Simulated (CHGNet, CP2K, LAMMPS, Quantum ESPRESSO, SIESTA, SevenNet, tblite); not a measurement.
# Pressure against volume in amorphous 71GeO2-29Lu2O3 (mol %) (61 atoms), SevenNet 0

Density of this cell: 6.00 g/cm³. The cell holds 61 atoms: 12 Ge, 10 Lu and 39 O. Its edges and angles: a = 9.649 Å, b = 9.649 Å, c = 9.649 Å, α = 90.0°, β = 90.0°, γ = 90.0°. 61 atoms (12 Ge, 10 Er, 39 O) placed at random at 5.59 g/cm³, melted at 5000 K for 10 ps at fixed volume with the Morse and Coulomb pair potential with partial charges (Pedone, Malavasi, Menziani, Cormack and Segre, J. Phys. Chem. B 110, 11780 (2006)). Quenched from 5000 K to 300 K at 20 K/ps and fixed volume, held 10 ps at zero pressure, then minimised at fixed cell. Then Er was replaced by Lu and the cell scaled by 1.003 (the potential has no terms for the new elements, so the cell is a start for a DFT relaxation). Then the atoms were relaxed with SevenNet 0 in the fixed cell.

Calculated with SevenNet 0: SevenNet 0, trained on PBE(+U) plane-wave data, no dispersion term. The unchanged cell has V0 = 14.729 Å³ an atom and P0 = -2.721 GPa. It is scaled evenly, and SevenNet 0 relaxes the atoms at each volume before the single point.

| volume (Å³/atom) | pressure (GPa) |
| --- | --- |
| 13.845 | 0.8567 |
| 14.287 | ? |
| 15.171 | -3.958 |
| 15.612 | -4.968 |

**Question.** Fit a second-order expansion in ln V to the rows given and interpolate to the withheld row.

**Working.**

To second order in u = ln(V/V0), P = P0 − B u + ½ B B′ u², with B the bulk modulus at V0 and B′ its pressure derivative. So v = (P − P0)/u is a line in u, with intercept −B and slope ½ B B′.

```
         u   v (GPa)
-0.0618754  -57.8162
 0.0295588  -41.8454
 0.0582689  -38.5729
```

With n = 3: mean u = 0.00865077, mean v = -46.0782, Σ(u − ū)² = 0.0078730, Σ(u − ū)(v − v̄) = 1.2887. Slope b = 1.2887 / 0.0078730 = 163.69; intercept a = v̄ − b ū = -47.494.

So B = 47.5 GPa and B′ = 2b/B = 6.9. At the withheld volume u = -0.03046, v = a + b u = -52.48 GPa, and P = P0 + u v.

Prediction at 14.287: -1.122 GPa. The run gave -1.229 GPa, so the fit is high by 0.11 GPa (8.7 % of the value).

B′ = 6.9 rests on three points. Among the rows given, the largest miss of the fit is at 15.612, by 0.036 GPa (0.62 % of the range of the table).

Limits: Static cells at zero temperature, with the cell shape held.

[Logs are printed without paths, hosts, clocks, repeated set-up lines and the standing remarks that a program may print on its own settings, such as how far it seeks lower states.]

[Hosts, paths, dates, database ids (printed as entryN), source tags and the programs' standing remarks are cut or masked in the printed files.]
